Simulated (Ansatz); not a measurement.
## LuGaNiC, from a guessed structure to a relaxed one

This structure for LuGaNiC is made up. Its elements were placed in a known structure type with a cell scaled to their sizes. What cell does the guess relax to, and how far off was it?

Main program and level: Ansatz 0.2.0; DFT, PBEsol, plane-wave PAW, files of the set soft_1, scalar-relativistic, ferromagnetic start, cell and ions relaxed at zero pressure; PAW set soft_1, in the first sound run; inputs show where later runs differ.

### Step 1. The structure

It takes space group P4/nmm (No. 129, tetragonal). The conventional cell has a = 3.768 Å, b = 3.768 Å, c = 8.071 Å, α = 90.00°, β = 90.00°, γ = 90.00°. Nearest to Lu lie 5 C at 2.50 to 2.67 Å. Ga has 1 C at 1.60 Å and 4 Ni at 2.26 Å nearest. Nearest to Ni lie 4 Ga at 2.26 Å. Nearest to C lie 1 Ga at 1.60 Å and 5 Lu at 2.50 to 2.67 Å. Farther neighbours are not listed.

Coordinates:

```cif
data_structure
_symmetry_space_group_name_H-M 'P4/nmm:1'
_symmetry_Int_Tables_number 129
_cell_length_a 3.7680
_cell_length_b 3.7680
_cell_length_c 8.0710
_cell_angle_alpha 90.000
_cell_angle_beta 90.000
_cell_angle_gamma 90.000
_cell_volume 114.59
loop_
_atom_site_label
_atom_site_type_symbol
_atom_site_symmetry_multiplicity
_atom_site_Wyckoff_symbol
_atom_site_fract_x
_atom_site_fract_y
_atom_site_fract_z
_atom_site_occupancy
Lu1 Lu 2 c 0.50000 0.00000 0.16150 1
Ga1 Ga 2 c 0.00000 0.50000 0.34570 1
Ni1 Ni 2 b 0.50000 0.50000 0.50000 1
C1 C 2 c 0.50000 0.00000 0.85200 1
```

### Step 2. Relaxing cell and atoms

The guessed cell has no reason to be at equilibrium. It is relaxed with the atoms, within the space group of the guess.

input.yaml

```yaml
crystal:
  lattice:
    - [3.768, 0.0, 0.0]
    - [0.0, 3.768, 0.0]
    - [0.0, 0.0, 8.071]
  atoms:
    - { symbol: Lu, position: [0.5, 0.0, 0.1615] }
    - { symbol: Lu, position: [0.0, 0.5, 0.8385] }
    - { symbol: Ga, position: [0.0, 0.5, 0.3457] }
    - { symbol: Ga, position: [0.5, 0.0, 0.6543] }
    - { symbol: Ni, position: [0.5, 0.5, 0.5], spin: 1.0 }
    - { symbol: Ni, position: [0.0, 0.0, 0.5], spin: 1.0 }
    - { symbol: C, position: [0.5, 0.0, 0.852] }
    - { symbol: C, position: [0.0, 0.5, 0.148] }
magnetization:
  spin_polarized: true
kpoints:
  mp_grid: { grid: [7, 7, 4] }
scf:
  occupations: { method: fermi_dirac, width: 0.05 }
hamiltonian:
  xc: pbesol
  pseudopotentials: { kind: paw, azcp: { folder: soft_1 }, xc_functional: pbe }
relax:
  f_tol: 0.015
  max_steps: 70
  cell: {}
output:
  forces: true
  stress: true
```

Started as:

```sh
ansatz run input.yaml --threads 4 --pin off --max-ram 10240MiB --backend cpu --events-out ev --progress --plain --runs-dir out
```

Numbers of over 12 decimals in the logs are rounded to 6 here.

What it wrote:

```text
Engine: ansatz 0.2.0, aarch64-unknown-linux-gnu
Pseudopotentials: kind: paw
Pseudopotential: Lu, paw, valence charge 25, recommended cutoff 420 eV (normal), soft_1/Lu.paw.azcp
Pseudopotential: Ga, paw, valence charge 13, recommended cutoff 420 eV (normal), soft_1/Ga.paw.azcp
Pseudopotential: Ni, paw, valence charge 18, recommended cutoff 420 eV (normal), soft_1/Ni.paw.azcp
Pseudopotential: C, paw, valence charge 4, recommended cutoff 420 eV (normal), soft_1/C.paw.azcp
Functional definition: PBEsol
  exchange = pbesol_x
  correlation = pbesol_c
Crystal: 8 atoms, lattice volume = 114.591 Å³
Basis set: ecut = 420 eV, 2235 PW (Γ), exchange–correlation on 54×54×108 points (8 copies of the dense FFT grid, shifted against one another)
Bands: 74, of which v1, the nominal top of the filled ones, is band 60 counted from 1 (59 counted from 0)
Symmetry: 16 space group operations
Space group: P4/nmm (ITA 129), of the structure as read, at distance tolerance 4.9e-5 Å
Magnetic group: BNS 129.411 (UNI 1071), of the structure as read, at distance tolerance 4.9e-5 Å
k-points: 30 of 196
Non-local potential: Lu, projectors of the file, l = 0: 3, l = 1: 2, l = 2: 2, l = 3: 3
Non-local potential: Ga, projectors of the file, l = 0: 2, l = 1: 2, l = 2: 3, l = 3: 1
Non-local potential: Ni, projectors of the file, l = 0: 3, l = 1: 2, l = 2: 3, l = 3: 1
Non-local potential: C, projectors of the file, l = 0: 2, l = 1: 2, l = 2: 1
PAW form: soft (Blöchl's): semilocal exchange-correlation on the pseudo side does not see the compensation charge
PAW frozen core: Lu, regenerated for the run's functional, and the local potential with it (the file was generated under x = pbe(κ = 0.804, μ = 0.219515), c = pbe(β = 0.066725))
PAW frozen core: Ga, regenerated for the run's functional, and the local potential with it (the file was generated under x = pbe(κ = 0.804, μ = 0.219515), c = pbe(β = 0.066725))
PAW frozen core: Ni, regenerated for the run's functional, and the local potential with it (the file was generated under x = pbe(κ = 0.804, μ = 0.219515), c = pbe(β = 0.066725))
PAW frozen core: C, regenerated for the run's functional, and the local potential with it (the file was generated under x = pbe(κ = 0.804, μ = 0.219515), c = pbe(β = 0.066725))
PAW one-centre angular grid: Lu, 590 points (default); XC on 64 Gauss nodes
PAW one-centre angular grid: Ga, 590 points (default); XC on 64 Gauss nodes
PAW one-centre angular grid: Ni, 590 points (default); XC on 64 Gauss nodes
PAW one-centre angular grid: C, 110 points (default); XC on 64 Gauss nodes
Initial density: superposition of atomic densities (chi_scale 0.1, normalization cell, long waves kept (reshape's long-wave potential 0.48 eV rms))
Starting moments: Σ|m| = 2 μB on 2 of 8 sites
Initial wavefunctions: pseudopotential atomic-orbital guess
Functional: x = pbesol(κ = 0.804, μ = 0.123457), c = pbesol(β = 0.046)
SCF iter   1: F=—  HF=-48817.538617 eV  |F-HF|=—  |Δ(HF+E_count)|=         —  Δρ=9.12e-2 (↑9.12e-2 ↓7.72e-2)  dr2=5.24e1  dr2_m=9.71e-2  M=1.200 μB ∫|m|=1.888 μB  β_m=0.30  ethr=3.10e-3  ⟨swp⟩=5.3  Hψ=19490  notcnv=0  defer=9
Mixer restart at iter 1: flushing history
preconditioner: auto → Kerker (q_TF=auto, 2.749 Å⁻¹)  [metal: Δε(μ)=0.001 eV  Ē_g=12.798 eV  σ=0.050 eV  W_gap=0.01  n_scr=38 (ndim 8)  ℏωp=34.7 eV  f_vac=0.000  D(μ)=6.29/eV (n_scr^D=56)]
spin=Collinear: Kerker preconditioning applied to the charge; magnetization (m = ρ↑ − ρ↓) channel mixes plain (no charge-response kernel on spin).
SCF iter   2: F=—  HF=-48810.560243 eV  |F-HF|=—  |Δ(HF+E_count)|=    6.98e0  Δρ=3.76e-2 (↑2.88e-2 ↓3.76e-2)  dr2=1.21e1  dr2_m=3.16e-1  M=0.775 μB ∫|m|=1.585 μB  β_m=0.32  ethr=3.10e-3  ⟨swp⟩=4.0  Hψ=11051  notcnv=0  defer=261
SCF iter   3: F=—  HF=-48810.649552 eV  |F-HF|=—  |Δ(HF+E_count)|=   8.93e-2  Δρ=2.72e-2 (↑2.53e-2 ↓2.72e-2)  dr2=5.66e0  dr2_m=4.22e-1  M=0.501 μB ∫|m|=1.355 μB  β_m=0.47  ethr=3.10e-3  ⟨swp⟩=3.1  Hψ=9292  notcnv=0  defer=269
SCF iter   4: F=—  HF=-48811.903558 eV  |F-HF|=—  |Δ(HF+E_count)|=    1.25e0  Δρ=3.92e-2 (↑8.74e-3 ↓3.92e-2)  dr2=1.93e0  dr2_m=2.94e-1  M=0.171 μB ∫|m|=0.726 μB  β_m=0.62  ethr=3.10e-3  ⟨swp⟩=3.8  Hψ=7054  notcnv=0  defer=286
SCF iter   5: F=—  HF=-48812.576243 eV  |F-HF|=—  |Δ(HF+E_count)|=   6.73e-1  Δρ=1.18e-2 (↑1.15e-2 ↓1.18e-2)  dr2=2.48e-1  dr2_m=7.14e-2  M=0.070 μB ∫|m|=0.324 μB  β_m=0.59  ethr=1.61e-3  ⟨swp⟩=3.9  Hψ=9425  notcnv=0  defer=301
SCF iter   6: F=—  HF=-48812.456693 eV  |F-HF|=—  |Δ(HF+E_count)|=         —  Δρ=1.01e-2 (↑1.01e-2 ↓4.93e-3)  dr2=3.98e-2  dr2_m=5.09e-2  M=0.006 μB ∫|m|=0.098 μB  β_m=0.59  ethr=2.06e-4  ⟨swp⟩=3.7  Hψ=12146  notcnv=0  defer=308
Mixer restart at iter 6: flushing history
SCF iter   7: F=—  HF=-48812.464157 eV  |F-HF|=—  |Δ(HF+E_count)|=   7.46e-3  Δρ=5.32e-3 (↑5.32e-3 ↓3.94e-3)  dr2=3.31e-2  dr2_m=1.48e-2  M=0.003 μB ∫|m|=0.058 μB  β_m=0.58  ethr=3.31e-5  ⟨swp⟩=3.0  Hψ=11922  notcnv=0  defer=308
SCF iter   8: F=—  HF=-48812.454311 eV  |F-HF|=—  |Δ(HF+E_count)|=   9.85e-3  Δρ=4.82e-3 (↑4.82e-3 ↓1.22e-3)  dr2=1.71e-2  dr2_m=5.83e-3  M=0.002 μB ∫|m|=0.039 μB  β_m=0.61  ethr=2.76e-5  ⟨swp⟩=3.0  Hψ=11893  notcnv=0  defer=302
SCF iter   9: F=—  HF=-48812.452290 eV  |F-HF|=—  |Δ(HF+E_count)|=   2.02e-3  Δρ=8.05e-4 (↑6.56e-4 ↓8.05e-4)  dr2=1.82e-3  dr2_m=1.98e-5  M=0.000 μB ∫|m|=0.006 μB  β_m=0.63  ethr=1.42e-5  ⟨swp⟩=3.0  Hψ=11521  notcnv=0  defer=302
SCF iter  10: F=—  HF=-48812.451740 eV  |F-HF|=—  |Δ(HF+E_count)|=   5.50e-4  Δρ=1.13e-3 (↑1.13e-3 ↓8.36e-4)  dr2=4.98e-3  dr2_m=2.53e-5  M=0.000 μB ∫|m|=0.004 μB  β_m=0.55  ethr=1.52e-6  ⟨swp⟩=2.7  Hψ=9712  notcnv=0  defer=302
SCF iter  11: F=—  HF=-48812.451349 eV  |F-HF|=—  |Δ(HF+E_count)|=   3.91e-4  Δρ=2.58e-4 (↑2.58e-4 ↓1.77e-4)  dr2=5.81e-4  dr2_m=1.32e-5  M=0.000 μB ∫|m|=0.003 μB  β_m=0.77  ethr=1.52e-6  ⟨swp⟩=2.0  Hψ=7230  notcnv=0  defer=302
SCF iter  12: F=—  HF=-48812.451377 eV  |F-HF|=—  |Δ(HF+E_count)|=   2.81e-5  Δρ=1.82e-4 (↑1.82e-4 ↓1.67e-4)  dr2=2.44e-4  dr2_m=2.27e-6  M=0.000 μB ∫|m|=0.001 μB  β_m=0.63  ethr=4.84e-7  ⟨swp⟩=2.1  Hψ=7497  notcnv=0  defer=302
SCF iter  13: F=—  HF=-48812.451298 eV  |F-HF|=—  |Δ(HF+E_count)|=   7.90e-5  Δρ=5.31e-5 (↑5.31e-5 ↓5.27e-5)  dr2=5.10e-5  dr2_m=2.87e-8  M=0.000 μB ∫|m|=0.000 μB  β_m=0.76  ethr=2.04e-7  ⟨swp⟩=2.4  Hψ=7227  notcnv=0  defer=302
SCF iter  14: F=—  HF=-48812.451221 eV  |F-HF|=—  |Δ(HF+E_count)|=   7.69e-5  Δρ=6.77e-5 (↑5.51e-5 ↓6.77e-5)  dr2=1.83e-5  dr2_m=4.85e-8  M=-0.000 μB ∫|m|=0.000 μB  β_m=0.84  ethr=4.25e-8  ⟨swp⟩=2.0  Hψ=6301  notcnv=0  defer=302
[...]
relax step  10: F+E_penalty+E_count = -48816.36464208 eV  Δ(F+E_penalty+E_count) = -3.028e-3 eV  max|allowed force component| = 1.504e-2 eV/Å  Δτ_max = 0.0070 Å  P = +0.068 GPa  Ω = 113.319 Å³  energy of the carried Pulay correction = -2.670e-4 eV  (12 SCF iters, dr2 threshold 8.00e-7 eV, accepted)
relax step  11: F+E_penalty+E_count = -48816.36466745 eV  Δ(F+E_penalty+E_count) = -2.537e-5 eV  max|allowed force component| = 7.469e-4 eV/Å  Δτ_max = 0.0006 Å  P = +0.000 GPa  Ω = 113.352 Å³  energy of the carried Pulay correction = -2.937e-4 eV  (9 SCF iters, dr2 threshold 8.35e-8 eV, accepted)
iter 1 solved again at ethr=4.14e-8 eV; its pass at ethr=3.10e-3 eV (dr2=4.97e-5 eV) is discarded
SCF iter   1: F=—  HF=-48816.364931 eV  |F-HF|=—  |Δ(HF+E_count)|=         —  Δρ=1.35e-4 (↑1.35e-4 ↓1.35e-4)  dr2=1.74e-6  dr2_m=4.05e-13  M=0.000 μB ∫|m|=0.000 μB  β_m=0.65  ethr=4.14e-8  ⟨swp⟩=5.8  Hψ=42092  notcnv=0
preconditioner: auto → Kerker (q_TF=auto, 2.588 Å⁻¹)  [metal: Δε(μ)=0.025 eV  Ē_g=12.949 eV  σ=0.050 eV  W_gap=0.12  n_scr=30 (ndim 8)  ℏωp=34.9 eV  f_vac=0.000  D(μ)=3.29/eV (n_scr^D=26)]
spin=Collinear: Kerker preconditioning applied to the charge; magnetization (m = ρ↑ − ρ↓) channel mixes plain (no charge-response kernel on spin).
SCF iter   2: F=—  HF=-48816.364983 eV  |F-HF|=—  |Δ(HF+E_count)|=   5.24e-5  Δρ=4.87e-5 (↑4.87e-5 ↓4.87e-5)  dr2=2.36e-7  dr2_m=1.01e-13  M=0.000 μB ∫|m|=0.000 μB  β_m=0.65  ethr=1.45e-9  ⟨swp⟩=2.5  Hψ=7719  notcnv=0
SCF iter   3: F=—  HF=-48816.364991 eV  |F-HF|=—  |Δ(HF+E_count)|=   7.25e-6  Δρ=4.19e-6 (↑4.19e-6 ↓4.19e-6)  dr2=3.11e-8  dr2_m=2.60e-14  M=0.000 μB ∫|m|=0.000 μB  β_m=0.48  ethr=1.97e-10  ⟨swp⟩=2.1  Hψ=7985  notcnv=0
SCF iter   4: F=—  HF=-48816.364991 eV  |F-HF|=—  |Δ(HF+E_count)|=   1.16e-8  Δρ=4.96e-7 (↑4.96e-7 ↓4.95e-7)  dr2=7.06e-10  dr2_m=2.25e-14  M=0.000 μB ∫|m|=0.000 μB  β_m=0.50  ethr=2.59e-11  ⟨swp⟩=3.0  Hψ=10307  notcnv=0
SCF iter   5: F=—  HF=-48816.364987 eV  |F-HF|=—  |Δ(HF+E_count)|=   3.21e-6  Δρ=3.31e-7 (↑3.31e-7 ↓3.28e-7)  dr2=5.31e-10  dr2_m=6.33e-15  M=0.000 μB ∫|m|=0.000 μB  β_m=0.70  ethr=1.00e-12  ⟨swp⟩=3.0  Hψ=11172  notcnv=0
SCF iter   6: F=—  HF=-48816.364987 eV  |F-HF|=—  |Δ(HF+E_count)|=  1.09e-10  Δρ=1.32e-7 (↑1.32e-7 ↓1.32e-7)  dr2=1.88e-10  dr2_m=2.29e-15  M=0.000 μB ∫|m|=0.000 μB  β_m=0.82  ethr=1.00e-12  ⟨swp⟩=2.1  Hψ=5328  notcnv=0
SCF iter   7: F=—  HF=-48816.364987 eV  |F-HF|=—  |Δ(HF+E_count)|=  7.28e-12  Δρ=1.09e-7 (↑1.07e-7 ↓1.09e-7)  dr2=1.03e-10  dr2_m=1.30e-15  M=0.000 μB ∫|m|=0.000 μB  β_m=0.79  ethr=1.00e-12  ⟨swp⟩=1.1  Hψ=4708  notcnv=0
SCF iter   8: F=—  HF=-48816.364987 eV  |F-HF|=—  |Δ(HF+E_count)|=  1.46e-11  Δρ=2.96e-8 (↑2.96e-8 ↓2.92e-8)  dr2=1.78e-11  dr2_m=1.03e-15  M=-0.000 μB ∫|m|=0.000 μB  β_m=0.86  ethr=1.00e-12  ⟨swp⟩=1.0  Hψ=4443  notcnv=0
SCF iter   9: F=—  HF=-48816.364987 eV  |F-HF|=—  |Δ(HF+E_count)|=    0.00e0  Δρ=5.23e-8 (↑5.23e-8 ↓5.18e-8)  dr2=7.88e-12  dr2_m=2.45e-16  M=-0.000 μB ∫|m|=0.000 μB  β_m=0.93  ethr=1.00e-12  ⟨swp⟩=1.1  Hψ=4588  notcnv=0
SCF iter  10: F=—  HF=-48816.364987 eV  |F-HF|=—  |Δ(HF+E_count)|=  2.18e-11  Δρ=1.89e-7 (↑1.89e-7 ↓1.89e-7)  dr2=1.80e-10  dr2_m=8.36e-18  M=-0.000 μB ∫|m|=0.000 μB  β_m=0.96  ethr=1.00e-12  ⟨swp⟩=1.1  Hψ=4544  notcnv=0
SCF iter  11: F=-48816.364987 eV  HF=-48816.364987 eV  |F-HF|=7.28e-12  |Δ(HF+E_count)|=  1.46e-11  Δρ=2.44e-8 (↑2.43e-8 ↓2.44e-8)  dr2=4.14e-12  dr2_m=2.45e-17  M=0.000 μB ∫|m|=0.000 μB  ethr=1.00e-12  ⟨swp⟩=4.5  Hψ=19403  notcnv=0
the starting moments were not kept: the SCF closed with an absolute magnetisation of 4.6e-9 μB, where they sum to 2 μB in size (2 sites). That is at most 0.1 of that sum. Measured as dr2_m measures the in/out step, that magnetisation stands 5.5e-18 eV from none, at or under the dr2_threshold of 8.0e-11 eV: it is no larger than a step whose dr2_m would equal this threshold.
SCF 12 converged in 11 iterations: F = -48816.364987 eV  dr2 = 4.14e-12
relax step  12: F+E_penalty+E_count = -48816.36498744 eV  Δ(F+E_penalty+E_count) = -3.200e-4 eV  max|allowed force component| = 1.170e-3 eV/Å  Δτ_max = 0.0000 Å  P = +0.002 GPa  Ω = 113.352 Å³  stress off target by 6.68e-3 GPa  SCF on the basis re-selected at this cell (its energy is not comparable with the rows above)  (11 SCF iters)
basis re-selected at this cell: Δ(F+E_penalty+E_count) = -3.200e-4 eV, ΔP = +0.002 GPa vs the last step (what re-selecting the basis moved, of the pressure what is left beyond the Pulay correction that the steps carried, after the strain that the cell walked since its last selection, with what the two solves' SCF thresholds leave and, on support functions, any second-order correction that the steps lacked; it is no m [...]
SCF converged after 11 iterations
Magnetization: 0.0000 μB (60.0000 up, 60.0000 down)
Absolute magnetization: 0.0000 μB (∫|ρ↑−ρ↓|, with the PAW one-centre terms)
Spin contamination: 0.0000 ħ² per cell (⟨S²⟩ above its minimum at these occupations)
Per-site moments (μB) at R_I (Å): [(2.474525809809953e-11, 0.950903), (2.4745406601881354e-11, 0.950903), (1.995989856191876e-11, 0.795378), (1.995976164559176e-11, 0.795378), (6.049271183735227e-10, 0.976925), (6.049272562515981e-10, 0.976925), (-3.666715242924355e-10, 0.795378), (-3.6667172105673533e-10, 0.795378)]
Free energy (F): -48816.364987 eV
Harris-Foulkes:  -48816.364987 eV  (|F-HF|=7.28e-12)
Internal energy: -48816.338917 eV  (E = F + TS)
E sigma→0 (E₀):  -48816.351952 eV
Entropy (-TS):   -0.026070 eV (-3.259 meV/atom)
Fermi energy:    14.401631 eV
--- Per-component energies (eV) ---
  E_band       = -488.328795
  E_kinetic    = 1925.629811
  E_local      = -22601.323119  (includes V_loc(G=0)·N_el)
  E_nonlocal   = 997.662603
  E_hartree    = 10846.411314
  E_xc         = -862.584747
  E_vxc        = -1031.239476  (∫ρ·V_xc dr)
  E_paw        = -21939.537388  (= ΣΔE_a)
  E_vpaw       = -1471.882489  (= ΣTr[D̂ρ^β])
  E_aug_tail   = 0.001423  (compensation charges beyond the density's cutoff)
  E_ewald      = -17187.145322
  E_core_change = 4.546507  (= ΣΔE_core)
  E_smearing   = -0.026070  (= −TS)
  E_closure    = -0.000000  (closes the sum)
  Σ components = -48816.364987   (vs F -48816.364987, Δ=0.00e0)
--- Forces (eV/Å), atoms counted from 1 ---
  atom   1  Lu    -0.00000000     0.00000000    -0.00116996
  atom   2  Lu     0.00000000    -0.00000000     0.00116996
  atom   3  Ga     0.00000000    -0.00000000    -0.00000623
  atom   4  Ga    -0.00000000     0.00000000     0.00000623
  atom   5  Ni    -0.00000000     0.00000000     0.00000000
  atom   6  Ni     0.00000000    -0.00000000    -0.00000000
  atom   7  C      0.00000000     0.00000000     0.00060553
  atom   8  C     -0.00000000    -0.00000000    -0.00060553
  max |Σ_I F_I| component: 1.39e-17 eV/Å
--- Stress (GPa, compression-positive) ---
        0.000299      -0.000000      -0.000000
       -0.000000       0.000299      -0.000000
       -0.000000      -0.000000       0.006678
  P = ⅓ Tr σ = 0.0024 GPa (0.024 kbar)
--- Relaxed structure (10 steps of the walk, 10 accepted, 2 SCFs on fresh bases) ---
  F+E_penalty+E_count = -48816.36498744 eV   max|allowed force component| = 1.170e-3 eV/Å   (the final SCF, on the basis selected at the relaxed cell)
  cell:  # Å, volume = 113.3519 Å³
    - [3.483046, 0, 0]
    - [0, 3.483046, 0]
    - [0, 0, 9.343517]
  atoms:
    - { symbol: Lu, position: [0.5, 0, 0.124860] }
    - { symbol: Lu, position: [0, 0.5, 0.875140] }
    - { symbol: Ga, position: [0, 0.5, 0.328225] }
    - { symbol: Ga, position: [0.5, 0, 0.671775] }
    - { symbol: Ni, position: [0.5, 0.5, 0.5] }
    - { symbol: Ni, position: [0, 0, 0.5] }
    - { symbol: C, position: [0.5, 0, 0.878141] }
    - { symbol: C, position: [0, 0.5, 0.121859] }
```

Run time: 2.6 min. Hardware: 4 threads of Arm Neoverse V2, shared host; peak memory 0.81 GiB.

Relaxation path:

```
step  energy less that of the first step (eV)  largest force component (eV/Å)  pressure (GPa)  volume (Å³)
   1                                   0.0000                         11.0269           12.01       114.59
   2                                  -2.4013                          4.0963           10.37       111.03
   3                                  -3.4017                          1.1859            2.60       112.64
   4                                  -3.7543                          0.6389            1.66       113.34
   5                                  -3.8035                          0.7098           -2.71       114.86
   6                                  -3.8719                          0.1041            0.84       112.37
   7                                  -3.8732                          0.0674           -0.22       113.24
   8                                  -3.8739                          0.0103            0.02       112.99
  9*                                  -3.9104                          0.0062            0.48       112.99
  10                                  -3.9134                          0.0150            0.07       113.32
  11                                  -3.9134                          0.0007            0.00       113.35
 12*                                  -3.9138                          0.0012            0.00       113.35
```

Relaxation steps marked * repeat the geometry before them on a plane-wave basis chosen anew for their cell, so energy and pressure can jump there.

The run keeps the 16 symmetry operations that it works with, so distortions that break them were not tested.

| cell as run | before | after | change |
| --- | --- | --- | --- |
| a (Å) | 3.768 | 3.483 | -7.6 % |
| b (Å) | 3.768 | 3.483 | -7.6 % |
| c (Å) | 8.071 | 9.344 | +15.8 % |
| volume (Å³/atom) | 14.32 | 14.17 | -1.1 % |

The atoms that moved most (Å, as changes of fractional coordinates times the final cell):

```
atom     dx     dy      dz  length
 Lu1  0.000  0.000  -0.342   0.342
 Lu2  0.000  0.000   0.342   0.342
  C7  0.000  0.000   0.244   0.244
  C8  0.000  0.000  -0.244   0.244
 Ga4  0.000  0.000   0.163   0.163
 Ga3  0.000  0.000  -0.163   0.163
```

This step gave:

| Quantity | Value |
| --- | --- |
| free energy | -48816.3650 eV |
| energy at zero smearing | -48816.3520 eV |
| smearing term TS | 0.02607 eV |
| Fermi energy | 14.40 eV |
| electrons | 120 |
| symmetry operations | 16 |
| pressure | 0.002425 GPa |

The shortest distance of each pair, which need not be the same contact before and after:

```csv
pair,guess (Å),relaxed (Å)
C–Ga,1.596,1.928
C–Lu,2.498,2.305
Ga–Ni,2.258,2.368
Ni–Ni,2.664,2.463
Ga–Lu,3.051,3.111
```

The relaxation ends with a largest force component of 0.0012 eV/Å and a pressure of 0.00 GPa. No moment survives the cycle: this start ends non-magnetic.

(Continued in part 2 of 2.)

[Logs are printed without paths, hosts, clocks, repeated set-up lines and the standing remarks that a program may print on its own settings, such as how far it seeks lower states.]

[Hosts, paths, dates, database ids (printed as entryN), source tags and the programs' standing remarks are cut or masked in the printed files.]
